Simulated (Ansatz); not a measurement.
**BeInCl3 (model cell, started as cubic perovskite with Be in the octahedra): a soft mode frozen in**

Aim: this structure of BeInCl3 (model cell, started as cubic perovskite with Be in the octahedra) is to be tested for unstable modes, and one is followed downhill.

Main program and level: Ansatz 0.2.0; DFT PBEsol, scalar-relativistic, plane waves, PAW; PAW set soft_1.

The structure was built from a prototype and need not be the compound's stable phase.

### Step 1. Starting point

The structure is cubic, space group Pm-3m (No. 221). Conventional cell: a = 4.586 Å, b = 4.586 Å, c = 4.586 Å, α = 90.00°, β = 90.00°, γ = 90.00°. Nearest to In lie 12 Cl at 3.24 Å. Nearest to Be lie 6 Cl at 2.29 Å. Nearest to Cl lie 2 Be at 2.29 Å. Farther neighbours and most contacts between anions are not listed.

### Step 2. The dispersion

The cell comes from relaxations at this level that are not shown. Stability and thermal properties need the whole zone. Linear response on a 4×4×4 q mesh gives force constants as far as a supercell of that size would, and the tensors from the zone-centre run are typed in so that the long-range dipole term is interpolated apart.

File input.yaml:

```yaml
crystal:
  lattice:
    - [4.5855703072, 0.0, 0.0]
    - [0.0, 4.5855703072, 0.0]
    - [0.0, 0.0, 4.5855703072]
  atoms:
    - { symbol: In, position: [0.0, 0.0, 0.0] }
    - { symbol: Be, position: [0.5, 0.5, 0.5] }
    - { symbol: Cl, position: [0.5, 0.5, 0.0] }
    - { symbol: Cl, position: [0.5, 0.0, 0.5] }
    - { symbol: Cl, position: [0.0, 0.5, 0.5] }
kpoints:
  mp_grid: { grid: [8, 8, 8] }
hamiltonian:
  xc: pbesol
  pseudopotentials: { kind: paw, azcp: { folder: soft_1 }, xc_functional: pbe }
scf:
  occupations: { method: fixed }
output:
  eigenvalues: true
phonons:
  method: dfpt
  qmesh: [4, 4, 4]
  temperatures: { t_max: 1000, t_step: 50 }
  qpath:
    path:
      - [[0.0, 0.0, 0.0], [0.0, 0.5, 0.0], [0.5, 0.5, 0.0], [0.0, 0.0, 0.0], [0.5, 0.5, 0.5], [0.0, 0.5, 0.0]]
      - [[0.5, 0.5, 0.5], [0.5, 0.5, 0.0]]
    npoints: 10
  non_analytic_term:
    high_frequency_dielectric_tensor: [[5.729, 0.0, 0.0], [0.0, 5.729, 0.0], [0.0, 0.0, 5.729]]
    born_effective_charges:
      - { species: In, tensor: [[2.4062, 0.0, 0.0], [0.0, 2.4062, 0.0], [0.0, 0.0, 2.4062]] }
      - { species: Be, tensor: [[2.8182, 0.0, 0.0], [0.0, 2.8182, 0.0], [0.0, 0.0, 2.8182]] }
      - { species: Cl, tensor: [[-1.3845, 0.0, 0.0], [0.0, -1.3845, 0.0], [0.0, 0.0, -2.4555]] }
      - { species: Cl, tensor: [[-1.3845, 0.0, 0.0], [0.0, -2.4555, 0.0], [0.0, 0.0, -1.3845]] }
      - { species: Cl, tensor: [[-2.4555, 0.0, 0.0], [0.0, -1.3845, 0.0], [0.0, 0.0, -1.3845]] }
    source: "zone-centre run at this cell"
```

Started as:

```sh
$ ansatz run input.yaml --threads 4 --pin off --max-ram 16384MiB --backend cpu --events-out ev --progress --plain --runs-dir out
```

Numbers of over 12 decimals in the logs are rounded to 6 here.

Output:

```text
Engine: ansatz 0.2.0, aarch64-unknown-linux-gnu
Pseudopotentials: kind: paw
Pseudopotential: In, paw, valence charge 13, recommended cutoff 420 eV (normal), soft_1/In.paw.azcp
Pseudopotential: Be, paw, valence charge 2, recommended cutoff 420 eV (normal), soft_1/Be.paw.azcp
Pseudopotential: Cl, paw, valence charge 7, recommended cutoff 420 eV (normal), soft_1/Cl.paw.azcp
Functional definition: PBEsol
  exchange = pbesol_x
  correlation = pbesol_c
Crystal: 5 atoms, lattice volume = 96.423 Å³
Basis set: ecut = 420 eV, 1863 PW (Γ), exchange–correlation on 64×64×64 points (8 copies of the dense FFT grid, shifted against one another)
Bands: 23, of which v1, the nominal top of the filled ones, is band 18 counted from 1 (17 counted from 0)
Symmetry: 48 space group operations
k-points: 35 of 512
Non-local potential: In, projectors of the file, l = 0: 2, l = 1: 2, l = 2: 2, l = 3: 1
Non-local potential: Be, projectors of the file, l = 0: 2, l = 1: 2, l = 2: 1
Non-local potential: Cl, projectors of the file, l = 0: 2, l = 1: 2, l = 2: 1
PAW form: soft (Blöchl's): semilocal exchange-correlation on the pseudo side does not see the compensation charge
PAW frozen core: In, regenerated for the run's functional, and the local potential with it (the file was generated under x = pbe(κ = 0.804, μ = 0.219515), c = pbe(β = 0.066725))
PAW frozen core: Be, regenerated for the run's functional, and the local potential with it (the file was generated under x = pbe(κ = 0.804, μ = 0.219515), c = pbe(β = 0.066725))
PAW frozen core: Cl, regenerated for the run's functional, and the local potential with it (the file was generated under x = pbe(κ = 0.804, μ = 0.219515), c = pbe(β = 0.066725))
PAW one-centre angular grid: In, 590 points (default); XC on 64 Gauss nodes
PAW one-centre angular grid: Be, 110 points (default); XC on 64 Gauss nodes
PAW one-centre angular grid: Cl, 110 points (default); XC on 64 Gauss nodes
Initial density: superposition of atomic densities (chi_scale 0.1, normalization cell, long waves kept (reshape's long-wave potential 0.03 eV rms))
Initial wavefunctions: pseudopotential atomic-orbital guess
Functional: x = pbesol(κ = 0.804, μ = 0.123457), c = pbesol(β = 0.046)
SCF iter   1: F=—  HF=-8804.334374 eV  |F-HF|=—  |Δ(HF+E_count)|=         —  Δρ=4.13e-2  dr2=3.24e0  ethr=3.10e-3  ⟨swp⟩=4.7  Hψ=3354  notcnv=0  defer=77
preconditioner: auto → Resta (q_TF=auto, 2.315 Å⁻¹)  ε∞=3.9  [insulator: Δε(μ)=2.403 eV  Ē_g=13.379 eV  n_scr=18 (ndim 8)  ℏωp=22.7 eV  f_vac=0.000  ε∞_Penn≈3.9]
SCF iter   2: F=—  HF=-8803.149933 eV  |F-HF|=—  |Δ(HF+E_count)|=    1.18e0  Δρ=1.56e-2  dr2=6.53e-1  ethr=3.10e-3  ⟨swp⟩=2.9  Hψ=1893  notcnv=0  defer=86
SCF iter   3: F=—  HF=-8802.867631 eV  |F-HF|=—  |Δ(HF+E_count)|=   2.82e-1  Δρ=4.56e-3  dr2=5.08e-2  ethr=1.81e-3  ⟨swp⟩=3.1  Hψ=1619  notcnv=0  defer=93
SCF iter   4: F=—  HF=-8802.843383 eV  |F-HF|=—  |Δ(HF+E_count)|=   2.42e-2  Δρ=6.68e-4  dr2=4.39e-4  ethr=1.41e-4  ⟨swp⟩=3.4  Hψ=1569  notcnv=0  defer=101
SCF iter   5: F=—  HF=-8802.843528 eV  |F-HF|=—  |Δ(HF+E_count)|=   1.45e-4  Δρ=1.35e-4  dr2=1.55e-5  ethr=1.22e-6  ⟨swp⟩=2.1  Hψ=1432  notcnv=0  defer=101
SCF iter   6: F=—  HF=-8802.843534 eV  |F-HF|=—  |Δ(HF+E_count)|=   6.42e-6  Δρ=3.04e-5  dr2=8.93e-7  ethr=4.30e-8  ⟨swp⟩=2.1  Hψ=1288  notcnv=0  defer=93
SCF iter   7: F=—  HF=-8802.843536 eV  |F-HF|=—  |Δ(HF+E_count)|=   2.03e-6  Δρ=6.16e-6  dr2=3.50e-8  ethr=2.48e-9  ⟨swp⟩=2.0  Hψ=1393  notcnv=0  defer=80
SCF iter   8: F=—  HF=-8802.843536 eV  |F-HF|=—  |Δ(HF+E_count)|=   2.41e-8  Δρ=1.12e-6  dr2=1.47e-9  ethr=9.73e-11  ⟨swp⟩=2.1  Hψ=1175  notcnv=0  defer=80
SCF iter   9: F=—  HF=-8802.843536 eV  |F-HF|=—  |Δ(HF+E_count)|=   1.50e-9  Δρ=2.25e-7  dr2=5.75e-11  ethr=4.10e-12  ⟨swp⟩=2.2  Hψ=1138  notcnv=0  defer=80
SCF iter  10: F=-8802.843536 eV  HF=-8802.843536 eV  |F-HF|=1.82e-12  |Δ(HF+E_count)|=  6.73e-11  Δρ=3.01e-8  dr2=6.53e-13  ethr=1.00e-12  ⟨swp⟩=13.1  Hψ=5666  notcnv=0
SCF 1 converged in 10 iterations: F = -8802.843536 eV  dr2 = 6.53e-13
  greatest PAW one-centre occupation: 0.984 electrons in one spin orbital (limit 2), on the In atom at site 0 (counted from 0), in its partial waves of l = 2
NSCF: frozen V_eff on 35 k-points
NSCF: frozen V_eff on 125 k-points
DFPT response loops at q = (0, 0, 0) (fractional): preconditioner auto → Resta (q_TF=auto, 2.315 Å⁻¹)  ε∞=6.0 (no band partly filled); β = 1.00, the filter's whole step (`scf.mixing.beta` (0.50) is not read by the response loops at its default; to damp them type it under 1.00, their step now; it binds the ground state too); Broyden in place of MSR1
NSCF: frozen V_eff on 400 k-points
DFPT response loops at q = (0, 0, 0.25) (fractional): mixed as the last ones told, above
NSCF: frozen V_eff on 250 k-points
DFPT response loops at q = (0, 0, -0.5) (fractional): mixed as the last ones told, above
NSCF: frozen V_eff on 640 k-points
DFPT response loops at q = (0, 0.25, 0.25) (fractional): mixed as the last ones told, above
NSCF: frozen V_eff on 400 k-points
DFPT response loops at q = (0, 0.25, -0.5) (fractional): mixed as the last ones told, above
NSCF: frozen V_eff on 250 k-points
DFPT response loops at q = (0, -0.5, -0.5) (fractional): mixed as the last ones told, above
NSCF: frozen V_eff on 1024 k-points
DFPT response loops at q = (0.25, 0.25, 0.25) (fractional): mixed as the last ones told, above
NSCF: frozen V_eff on 640 k-points
DFPT response loops at q = (0.25, 0.25, -0.5) (fractional): mixed as the last ones told, above
NSCF: frozen V_eff on 400 k-points
DFPT response loops at q = (0.25, -0.5, -0.5) (fractional): mixed as the last ones told, above
NSCF: frozen V_eff on 250 k-points
DFPT response loops at q = (-0.5, -0.5, -0.5) (fractional): mixed as the last ones told, above
SCF converged after 10 iterations
Free energy (F): -8802.843536 eV
Harris-Foulkes:  -8802.843536 eV  (|F-HF|=1.82e-12)
Internal energy: -8802.843536 eV  (E = F + TS)
E sigma→0 (E₀):  -8802.843536 eV
Fermi energy:    6.109761 eV
--- Per-component energies (eV) ---
  E_band       = -63.806042
  E_kinetic    = 690.633977
  E_local      = -1663.437663  (includes V_loc(G=0)·N_el)
  E_nonlocal   = 426.546004
  E_hartree    = 609.723453
  E_xc         = -482.526346
  E_vxc        = -459.950001  (∫ρ·V_xc dr)
  E_paw        = -6112.304245  (= ΣΔE_a)
  E_vpaw       = -277.045719  (= ΣTr[D̂ρ^β])
  E_aug_tail   = 0.000440  (compensation charges beyond the density's cutoff)
  E_ewald      = -2271.959888
  E_core_change = 0.480731  (= ΣΔE_core)
  E_smearing   = -0.000000  (= −TS)
  E_closure    = -0.000000  (closes the sum)
  Σ components = -8802.843536   (vs F -8802.843536, Δ=0.00e0)
--- Band table (eV; the first three rows and the last of 35) ---
  k-point 0: bands = [... 14 lower, 3.8311, 4.0832, 4.0832, 4.0832, 7.7988, 12.6135, 12.6135, 12.6259, ... 1 higher]
  k-point 1: bands = [... 14 lower, 3.7797, 4.0457, 4.0457, 4.3765, 8.0911, 11.5942, 12.1507, 12.1507, ... 1 higher]
  k-point 2: bands = [... 14 lower, 3.6606, 4.0575, 4.0575, 4.9801, 8.8317, 10.4507, 11.6444, 11.6444, ... 1 higher]
  k-point 34: bands = [... 14 lower, 3.9738, 4.9701, 4.9701, 4.9701, 10.1346, 10.1346, 10.1346, 12.3886, ... 1 higher]
--- Phonons (Γ-DFPT): 4 representative perturbations + reference (Σ response iterations 12) ---
  ASR residual: 9.110e-5 → 0.000e0 eV/Å²; symmetrization residual: 1.691e-6 eV/Å²
  ASR residual per site (eV/Å²): 1.71e-5 9.11e-5 5.28e-6 5.28e-6 5.28e-6
  Γ frequencies (cm⁻¹): -289.11 -289.11 -289.11 0.00 0.00 0.00 62.47 62.47 62.47 146.48 146.48 146.48 221.18 221.18 221.18
--- Phonons (arbitrary-q DFPT): 10 irreducible q on the 4×4×4 mesh ---
  q = [0.0000, 0.0000, 0.0000] (star 1, of the zone-centre solve; hermiticity 1.28e-6, symmetrization 2.39e-12): -289.11 -289.11 -289.11 -0.00 -0.00 0.00 62.47 62.47 62.47 146.48 146.48 146.48 221.18 221.18 221.18
  q = [0.0000, 0.0000, 0.2500] (star 6, 9 solved perturbations in 1560 linear systems a pass and spin channel, the states on 200 of 512 k-point pairs; hermiticity 6.74e-7, symmetrization 1.94e-12): -286.03 -286.03 39.81 39.81 48.13 87.01 87.01 115.10 147.68 147.70 147.70 216.46 220.93 220.93 260.45
  q = [0.0000, 0.0000, -0.5000] (star 3, 9 solved perturbations in 975 linear systems a pass and spin channel, the states on 125 of 512 k-point pairs; hermiticity 5.55e-7, symmetrization 5.64e-8): -282.97 -282.97 44.88 44.88 77.79 112.63 112.63 146.26 146.26 148.73 154.56 218.49 221.14 221.14 315.22
  q = [0.0000, 0.2500, 0.2500] (star 12, 9 solved perturbations in 2460 linear systems a pass and spin channel, the states on 320 of 512 k-point pairs; hermiticity 7.97e-7, symmetrization 2.13e-13): -282.98 -179.74 35.45 37.64 43.82 108.44 112.38 135.45 138.56 150.07 168.34 211.53 219.87 244.69 267.92
  q = [0.0000, 0.2500, -0.5000] (star 12, 15 solved perturbations on 200 of 512 k-point pairs; hermiticity 1.03e-6, symmetrization 3.42e-8): -279.94 -154.90 43.70 45.80 59.49 99.20 134.83 140.77 146.99 149.95 187.34 219.12 222.55 258.15 316.29
  q = [0.0000, -0.5000, -0.5000] (star 3, 9 solved perturbations in 975 linear systems a pass and spin channel, the states on 125 of 512 k-point pairs; hermiticity 2.49e-7, symmetrization 2.60e-9): -276.91 -98.95 45.28 45.28 46.72 66.58 142.74 142.74 153.33 153.33 201.06 216.99 272.36 319.00 319.00
  q = [0.2500, 0.2500, 0.2500] (star 8, 4 solved perturbations in 1376 linear systems a pass and spin channel, the states on 512 of 512 k-point pairs; hermiticity 6.36e-7, symmetrization 4.74e-12): -176.60 -176.60 31.75 44.71 44.71 108.10 108.10 118.28 167.37 167.37 171.91 220.43 220.43 258.32 289.55
  q = [0.2500, 0.2500, -0.5000] (star 12, 9 solved perturbations in 2460 linear systems a pass and spin channel, the states on 320 of 512 k-point pairs; hermiticity 1.14e-6, symmetrization 1.53e-8): -173.57 -139.01 45.28 47.53 54.43 99.45 102.46 112.87 167.86 173.59 188.01 231.06 243.98 285.29 328.25
  q = [0.2500, -0.5000, -0.5000] (star 6, 9 solved perturbations in 1560 linear systems a pass and spin channel, the states on 200 of 512 k-point pairs; hermiticity 5.40e-7, symmetrization 1.32e-8): -155.94 -104.08 48.13 48.13 48.27 68.15 102.27 102.27 173.79 173.79 192.48 249.17 296.60 339.81 339.81
  q = [-0.5000, -0.5000, -0.5000] (star 1, 4 solved perturbations in 350 linear systems a pass and spin channel, the states on 125 of 512 k-point pairs; hermiticity 7.94e-7, symmetrization 2.02e-9): -109.18 -109.18 49.71 49.71 49.71 69.65 69.65 69.65 181.25 181.25 181.25 308.85 360.75 360.75 360.75
  sum rule: each row above includes the acoustic sum rule's correction from the zone centre's row sums; it moved no ω² by more than (1.66 cm⁻¹)²
  mesh force constants: q→R imaginary residual 1.78e-18; ASR residual 9.110e-5 → 0.000e0 eV/Å²; symmetrization residual 1.776e-15 eV/Å²
  interpolated dispersion: 63 rows × 15 modes
  density of states and harmonic sums: on the 16×16×16 q-mesh, interpolated from the force constants of a 4×4×4 supercell (with the dipole–dipole term of supplied tensors)
  largest difference from the sums on the solved wave vectors: F 4.20e-3 eV, S 5.95e-6 and C_V 2.37e-6 eV/K
  zero-point energy: 0.123085 eV/cell   skipped modes (ω ≤ 0): 352, of them read as no rigid motion or as one in doubt: 349 (2.082e0 modes/cell left out, lowest -289.11 cm⁻¹)   left out of the sums: 1.39e-1 of the cell's modes: C_V's classical limit lies that fraction below 3 k_B per atom; for a crystal, a wire or a layer, F and S can be off by more, and a phonons.interpolated_qmesh denser along its periods is the remedy for the sampling
```

Wall time 11 min (4 threads of Arm Neoverse V1, shared host); peak memory 2.6 GiB; 45 min of CPU time.

The column dr2 measures how far the density is from self-consistency, as an energy; F and HF (Harris–Foulkes) agree once it is small.

This step gave:

- gap on the k-mesh: 1.689 eV
- volume per atom: 19.28 Å³
- sum-rule residual before enforcement: 9.11e-5 eV/Å²
- lowest frequency on the path: -289.1 cm⁻¹
- point group: m-3m
- highest frequency on the path or at a solved wavevector: 360.8 cm⁻¹
- highest optical mode at the zone centre (no LO-TO term): 221.2 cm⁻¹
- lowest optical zone-centre mode: -289.1 cm⁻¹
- lowest mode on the q mesh (acoustic modes at Γ apart): -289.1 cm⁻¹

Frequencies (cm⁻¹) solved at each irreducible wavevector; negative means imaginary. Frequencies by wavevector, by row:

```tsv
q in reciprocal lattice units	star	mode 1	mode 2	mode 3	mode 4	mode 13	mode 14	mode 15
0 0 0	1	-289.1	-289.1	-289.1	0	221.2	221.2	221.2
0 0 0.25	6	-286	-286	39.8	39.8	220.9	220.9	260.4
0 0 -0.5	3	-283	-283	44.9	44.9	221.1	221.1	315.2
0 0.25 0.25	12	-283	-179.7	35.5	37.6	219.9	244.7	267.9
0 0.25 -0.5	12	-279.9	-154.9	43.7	45.8	222.6	258.1	316.3
0 -0.5 -0.5	3	-276.9	-99	45.3	45.3	272.4	319	319
0.25 0.25 0.25	8	-176.6	-176.6	31.8	44.7	220.4	258.3	289.6
0.25 0.25 -0.5	12	-173.6	-139	45.3	47.5	244	285.3	328.2
0.25 -0.5 -0.5	6	-155.9	-104.1	48.1	48.1	296.6	339.8	339.8
-0.5 -0.5 -0.5	1	-109.2	-109.2	49.7	49.7	360.8	360.8	360.8
```

Interpolated from a 4×4×4 q mesh, with the LO-TO term (at Γ the limit along the path; where Γ stands inside the path, tables give the limit on arrival). The phonon branches at the labelled points (cm⁻¹):

```tsv
point	branch 1	branch 2	branch 3	branch 4	branch 12	branch 13	branch 14	branch 15
Γ	-289	-289	-116	0	196	221	221	228
halfway	-286	-286	40	40	216	221	221	260
X	-283	-283	45	45	218	221	221	315
halfway	-280	-155	44	46	219	222	258	316
M	-277	-99	45	45	217	272	319	319
halfway	-283	-180	35	38	212	220	245	268
Γ	-289	-289	-116	0	196	221	221	228
halfway	-177	-177	32	45	220	220	258	290
R	-109	-109	50	50	309	361	361	361
halfway	-174	-139	45	48	231	244	285	328
X	-283	-283	45	45	218	221	221	315
jump to R	-109	-109	50	50	309	361	361	361
halfway	-156	-104	48	48	249	297	340	340
M	-277	-99	45	45	217	272	319	319
```

Symmetry leaves 10 wavevectors to solve. The lowest mode among them, the acoustic zeros apart, lies at Γ and is imaginary, 289.1i cm⁻¹, so the energy falls along it.

### Step 3. The mode frozen in, largest atomic shift 0 Å

The mode followed lies at Γ with frequency 289.1i cm⁻¹ and is 3-fold degenerate, the softest among the wavevectors solved. At small amplitude the distorted cell has space group no. 99 by a symmetry search on the positions. The undistorted cell that holds it gives the zero of energy on the same k mesh.

input.yaml, the sections that differ from step 2:

```yaml
scf:
  occupations: { method: gaussian, width: 0.02 }
output:
  forces: true
  stress: true
  eigenvalues: true
# crystal, kpoints, hamiltonian: as in step 2
# phonons: removed
```

Output:

```text
[...]
Crystal: 5 atoms, lattice volume = 96.423 Å³
Basis set: ecut = 420 eV, 1863 PW (Γ), exchange–correlation on 64×64×64 points (8 copies of the dense FFT grid, shifted against one another)
Bands: 23, of which v1, the nominal top of the filled ones, is band 18 counted from 1 (17 counted from 0)
Symmetry: 48 space group operations
[...]
k-points: 35 of 512
[...]
--- Band table (eV; the first three rows and the last of 35) ---
  k-point 0: bands = [... 14 lower, 3.8311, 4.0831, 4.0831, 4.0831, 7.7988, 12.6134, 12.6134, 12.6259]
  k-point 1: bands = [... 14 lower, 3.7796, 4.0457, 4.0457, 4.3765, 8.0910, 11.5941, 12.1507, 12.1507]
  k-point 2: bands = [... 14 lower, 3.6605, 4.0575, 4.0575, 4.9801, 8.8316, 10.4507, 11.6444, 11.6444]
  k-point 34: bands = [... 14 lower, 3.9737, 4.9701, 4.9701, 4.9701, 10.1345, 10.1345, 10.1345, 12.3885]
[key lines of the parts left out:]
SCF converged after 7 iterations
Free energy (F): -8802.843536 eV
Fermi energy:    6.954389 eV
P = ⅓ Tr σ = 0.0056 GPa (0.056 kbar)
```

The job ended after 1.3 s (4 threads; peak memory 0.39 GiB; 4.7 s of CPU time).

Numbers from this step:

```yaml
pressure: 0.005570 GPa
energy_from_the_undistorted_cell: 0 meV/atom
```

At this level the gap is 1.69 eV on the k-mesh of the self-consistent run, which can miss the band edges.

### Step 4. The mode frozen in, largest atomic shift 0.22 Å

The atoms are moved along the unstable eigenvector, the largest shift by 0.22 Å, with the cell fixed.

input.yaml, the sections that differ from step 3:

```yaml
crystal:
  lattice:
    - [4.5855703072, 0.0, 0.0]
    - [0.0, 4.5855703072, 0.0]
    - [0.0, 0.0, 4.5855703072]
  atoms:
    - { symbol: In, position: [0.0, -0.0002862462, 0.0] }
    - { symbol: Be, position: [0.5, 0.4520234158, 0.5] }
    - { symbol: Cl, position: [0.5, 0.5023141126, 0.0] }
    - { symbol: Cl, position: [0.5, 0.0084956105, 0.5] }
    - { symbol: Cl, position: [0.0, 0.5023141126, 0.5] }
# kpoints, hamiltonian, scf, output: as in step 3
```

Output:

```text
[...]
Crystal: 5 atoms, lattice volume = 96.423 Å³
Basis set: ecut = 420 eV, 1863 PW (Γ), exchange–correlation on 64×64×64 points (8 copies of the dense FFT grid, shifted against one another)
Bands: 23, of which v1, the nominal top of the filled ones, is band 18 counted from 1 (17 counted from 0)
Symmetry: 8 space group operations
[...]
k-points: 75 of 512 (time reversal used)
[...]
--- Band table (eV; the first three rows and the last of 75) ---
  k-point 0: bands = [... 14 lower, 3.8373, 4.0060, 4.1129, 4.1129, 7.8484, 12.5004, 12.5004, 12.5781]
  k-point 1: bands = [... 14 lower, 3.7808, 3.9727, 4.0550, 4.3841, 8.1450, 11.5499, 12.1038, 12.1301]
  k-point 2: bands = [... 14 lower, 3.6438, 4.0064, 4.0342, 4.9690, 8.8960, 10.4172, 11.6116, 11.6358]
  k-point 74: bands = [... 14 lower, 4.0318, 4.9299, 4.9299, 4.9926, 10.2044, 10.2044, 10.5961, 12.3760]
[key lines of the parts left out:]
SCF converged after 7 iterations
Free energy (F): -8802.893371 eV
Fermi energy:    6.994767 eV
P = ⅓ Tr σ = 0.8055 GPa (8.055 kbar)
```

Run time: 4.2 s. Hardware: 4 threads; peak memory 0.42 GiB; 16 s of CPU time.

Numbers from this step:

```yaml
pressure: 0.8055 GPa
gap_on_the_k_mesh: 1.707 eV
energy_from_the_undistorted_cell: -9.967 meV/atom
```

The energy, extrapolated to zero smearing, is -9.97 meV/atom against the undistorted cell.

The run ends at a pressure of 0.81 GPa, with forces up to 0.19 eV/Å.

### Step 5. Energy along the mode, all amplitudes (two of the runs are shown above)

An imaginary frequency means negative curvature, so the energy should fall and then rise again as anharmonic terms take over.

This step gave:

| Quantity | Value |
| --- | --- |
| depth at the lowest point sampled | 9.967 meV/atom |
| largest atomic shift at that point | 0.22 Å |

Energy from the parent against largest atomic shift:

```tsv
largest atomic shift (Å)	energy from the parent (meV/atom)
0.000	0
0.040	-0.5
0.080	-1.93
0.140	-5.33
0.220	-9.97
0.320	-8.23
0.450	33.1
```

Displacement at unit largest shift by atom:

```tsv
atom	x (Å)	y (Å)	z (Å)	size
In1	0.00	-0.01	0.00	0.01
Be2	0.00	-1.00	0.00	1.00
Cl3	0.00	0.05	0.00	0.05
Cl4	0.00	0.18	0.00	0.18
Cl5	0.00	0.05	0.00	0.05
```

The lowest of the steps tried is at 0.22 Å, 9.97 meV/atom below the parent; the bottom of the well need not coincide with a step.

(Continued in part 2 of 3.)

[Logs are printed without paths, hosts, clocks, repeated set-up lines and the standing remarks that a program may print on its own settings, such as how far it seeks lower states.]

[Hosts, paths, dates, database ids (printed as entryN), source tags and the programs' standing remarks are cut or masked in the printed files.]
